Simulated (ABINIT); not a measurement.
# Beyond one shot: CsAsF6 (R-3), part 3 of 3

How far does self-consistency move the gap of CsAsF6 (R-3)?

ABINIT 10.8.3; PBEsol and many-body steps on it, plane waves. Known limits of the many-body steps: not at the basis limit; no spin-orbit coupling; coarse k mesh.

So far. Step 10 (evGW, cycle 1): Against G0W0 in ABINIT (2×2×2 mesh, 162 bands, screening to 130.6 eV, Godby-Needs plasmon pole), the gap moves by +1.475 eV. Step 13 (evGW, cycle 2): Against the cycle before, the gap moves by +0.080 eV.

### Step 15. Screening, 2×2×2 mesh, 162 bands, screening to 130.6 eV

This step: RPA screening on PBEsol from quasiparticle energies, plane waves, norm-conserving pseudopotentials.

The input, run.abi:

```
acell 3*1.0 Angstrom
rprim 
  3.855859826403 2.226181708716 2.622049894613
  -3.855859826403 2.226181708716 2.622049894613
  -0.000000000000 -4.452363417478 2.622049894574
ntypat 3
znucl 55 33 9
natom 8
typat 1 2 3 3 3 3 3 3
xred 
  0.500000000000 0.500000000000 0.500000000000
  -0.000000000000 -0.000000000000 -0.000000000000
  0.189597360000 0.275478300000 0.922344570000
  0.275478300000 0.922344570000 0.189597360000
  0.077655430000 0.810402640000 0.724521700000
  0.724521700000 0.077655430000 0.810402640000
  0.810402640000 0.724521700000 0.077655430000
  0.922344570000 0.189597360000 0.275478300000
pp_dirpath "pseudos"
pseudos "Cs.upf, As.upf, F.upf"
ecut 44
ngkpt 2 2 2
nshiftk 1
shiftk 0 0 0
kptopt 1
chksymbreak 0
istwfk *1
occopt 1
irdwfk 1
optdriver 3
nband 162
ecuteps 4.8
inclvkb 2
awtr 1
symchi 1
irdqps 1
gwcalctyp 10
nqptdm 3
qptdm 
  0.5000000000 0.0000000000 0.0000000000
  0.5000000000 0.5000000000 0.0000000000
  0.5000000000 0.5000000000 0.5000000000
indata_prefix "in"
outdata_prefix "out"
tmpdata_prefix "tmp"
```

The input, mrgscr.stdin:

```
2
merged
q0_SCR
out_SCR
1
```

Launch:

```bash
$ OMP_NUM_THREADS=1 mpirun -n 4 abinit run.abi > log; mrgscr < mrgscr.stdin
```

Numbers of over 12 decimals in the logs are rounded to 6 here.

Log:

```text
.Version 10.8.3 of ABINIT. v10.8.2 released Aug 2026.

 Symmetries : space group R-3 (#148); Bravais hR (rhombohedral)
[... echo of the input left out ...]
== DATASET  1 ==================================================================
-   mpi_nproc: 4, omp_nthreads: 1 (-1 if OMP is not activated)

--- !DatasetInfo
iteration_state: {dtset: 1, }
dimensions: {natom: 8, nkpt: 4, mband: 162, nsppol: 1, nspinor: 1, nspden: 1, mpw: 12752, }
cutoff_energies: {ecut:  44.0, pawecutdg:  -1.0, }
[...]
q-point number  1        q = ( 0.500000, 0.000000, 0.000000) [r.l.u.]
--------------------------------------------------------------------------------
[... chi0 elements left out ...]
  Average fulfillment of the sum rule on Im[epsilon] for q-point    2 :     51.79  [%]

--------------------------------------------------------------------------------
  q-point number  2        q = ( 0.500000, 0.500000, 0.000000) [r.l.u.]
--------------------------------------------------------------------------------
[... chi0 elements left out ...]
  Average fulfillment of the sum rule on Im[epsilon] for q-point    3 :     49.77  [%]

 [... 1 further q-points ...]
```

Run time: 24 s. Hardware: 4 MPI ranks of Arm Neoverse V2, shared host; peak memory 1.6 GiB; 95 s of CPU time.

This step gave:

```
plasma frequency                    : 27.49 eV
plane waves in the screening matrix : 455
```

This screening reads the quasiparticle levels of the cycle before.

### Step 16. evGW, cycle 3

This step: evGW on PBEsol, plane waves, norm-conserving pseudopotentials.

run.abi: that of step 15 with these lines changed.

```diff
@@ -29,12 +29,10 @@
 irdwfk 1
-optdriver 3
+optdriver 4
 nband 162
-ecuteps 4.8
-inclvkb 2
-awtr 1
-symchi 1
-irdqps 1
 gwcalctyp 10
-nqptdm 3
-qptdm 
+ecutsigx 44
+symsigma 1
+nkptgw 4
+kptgw 
+  0.0000000000 0.0000000000 0.0000000000
   0.5000000000 0.0000000000 0.0000000000
@@ -42,2 +40,11 @@
   0.5000000000 0.5000000000 0.5000000000
+bdgw 
+  17 48
+  17 48
+  17 48
+  17 48
+ecuteps 4.8
+irdscr 1
+ppmodel 1
+irdqps 1
 indata_prefix "in"
```

Launch:

```bash
$ OMP_NUM_THREADS=1 mpirun -n 4 abinit run.abi > log
```

Log:

```text
.Version 10.8.3 of ABINIT. v10.8.2 released Aug 2026.

 Symmetries : space group R-3 (#148); Bravais hR (rhombohedral)
[... echo of the input left out ...]
== DATASET  1 ==================================================================
-   mpi_nproc: 4, omp_nthreads: 1 (-1 if OMP is not activated)

--- !DatasetInfo
iteration_state: {dtset: 1, }
dimensions: {natom: 8, nkpt: 4, mband: 162, nsppol: 1, nspinor: 1, nspden: 1, mpw: 12752, }
cutoff_energies: {ecut:  44.0, pawecutdg:  -1.0, }
[...]
.  kptgw no:  2; Maximum DeltaE = (  -0.005  -0.000) for band index:  3
.  kptgw no:  3; Maximum DeltaE = (  -0.005  -0.000) for band index: 29
.  kptgw no:  4; Maximum DeltaE = (  -0.005  -0.000) for band index:  2

== END DATASET(S) ==============================================================
================================================================================

 -outvars: echo values of variables after computation  --------
           etotal      0.0000000000E+00
            nband         162
             nkpt           4
          spgroup         148
 [... the other variables as echoed above ...]

 Calculation completed.
```

Wall time 4.5 min (4 MPI ranks); peak memory 3.1 GiB.

This step gave:

| Item | Value |
| --- | --- |
| quasiparticle gap on the mesh | 11.98 eV |
| gap of the density functional on the mesh | 5.678 eV |
| k of the valence top | 0, 0, 0 |
| k of the conduction bottom | 0, 0, 0 |
| least direct quasiparticle gap on the computed points | 11.98 eV |

Against the cycle before, the gap moves by +0.010 eV.

### Step 17. The runs together

Times are wall times on 4 MPI ranks of Arm Neoverse V2, shared host, good to a factor of about two. A run's time includes the screening step that it read.

| run | mesh | bands | screening cutoff (eV) | DFT gap (eV) | gap on the mesh (eV) | direct (eV) | ε∞ used | time |
| --- | --- | --- | --- | --- | --- | --- | --- | --- |
| G0W0 | 2×2×2 | 162 | 130.6 | 5.678 | 10.411 | 10.411 | 2.02 | 91 s |
| evGW0, cycle 1 | 2×2×2 | 162 | 130.6 | 5.678 | 11.297 | 11.297 | 2.02 | 5.9 min |
| evGW0, cycle 2 | 2×2×2 | 162 | 130.6 | 5.678 | 11.025 | 11.025 | 2.02 | 6 min |
| evGW0, cycle 3 | 2×2×2 | 162 | 130.6 | 5.678 | 11.033 | 11.033 | 2.02 | 5.9 min |
| evGW, cycle 1 | 2×2×2 | 162 | 130.6 | 5.678 | 11.886 | 11.886 | 1.75 | 6 min |
| evGW, cycle 2 | 2×2×2 | 162 | 130.6 | 5.678 | 11.966 | 11.966 | 1.73 | 5.9 min |
| evGW, cycle 3 | 2×2×2 | 162 | 130.6 | 5.678 | 11.976 | 11.976 | 1.72 | 5.9 min |

### Step 18. Outcome

| Item | Value |
| --- | --- |
| G0W0 | 10.411 eV |
| evGW0, cycle 1 | 11.297 eV |
| evGW0, cycle 2 | 11.025 eV |
| evGW0, cycle 3 | 11.033 eV |
| evGW, cycle 1 | 11.886 eV |
| evGW, cycle 2 | 11.966 eV |
| evGW, cycle 3 | 11.976 eV |
| known limits | not at the basis limit; no spin-orbit coupling; coarse k mesh |

What this shows: Only the bands that the input lists are updated; the others, empty or deep, keep the functional's energies or take a rigid shift. The evGW loop starts from the last levels of evGW0, so its cycles and time come on top of those. evGW0 ends at 11.03 eV, +0.62 eV from G0W0, after 3 cycles that took 14 min beside the first screening; the last moved the gap by 0.008 eV. evGW ends at 11.98 eV, +1.56 eV from G0W0, after 3 cycles that took 18 min beside the first screening; the last moved the gap by 0.010 eV. The first cycle of evGW0 takes the full correction, without the factor Z, so it overshoots the one-shot value. Bands and cutoff are finite, so the gap is not at the basis limit. The miss can reach some tenths of an eV and take either sign; the mesh is an error of its own. The 2×2×2 mesh is coarse for this cell, which bears on the long-range parts of exchange and screening. In the updated screening the q = 0 part is built from Kohn-Sham bands under a rigid shift, the other q from the quasiparticle levels. The many-body steps are scalar-relativistic: spin-orbit coupling is not in them.

[Paths, hosts, dates, memory and timing lines, banners, echoed tables and standing remarks are left out of the program output.]

[Logs are printed without paths, hosts, clocks, repeated set-up lines and the standing remarks that a program may print on its own settings, such as how far it seeks lower states.]

[Runs of the session that timed out or met a known fault of the program may be left out.]

[Hosts, paths, dates, database ids (printed as entryN), source tags and the programs' standing remarks are cut or masked in the printed files.]

[G0W0 gaps are taken among the corrected bands and points alone; a level outside them can change the order at an edge.]

[Where Ansatz stands beside ABINIT at settings called matched, ABINIT's density can come from a denser mesh and the files from another edition; pairs whose starting gaps differed by over 0.03 eV were left out, so agreement reads better than it is.]
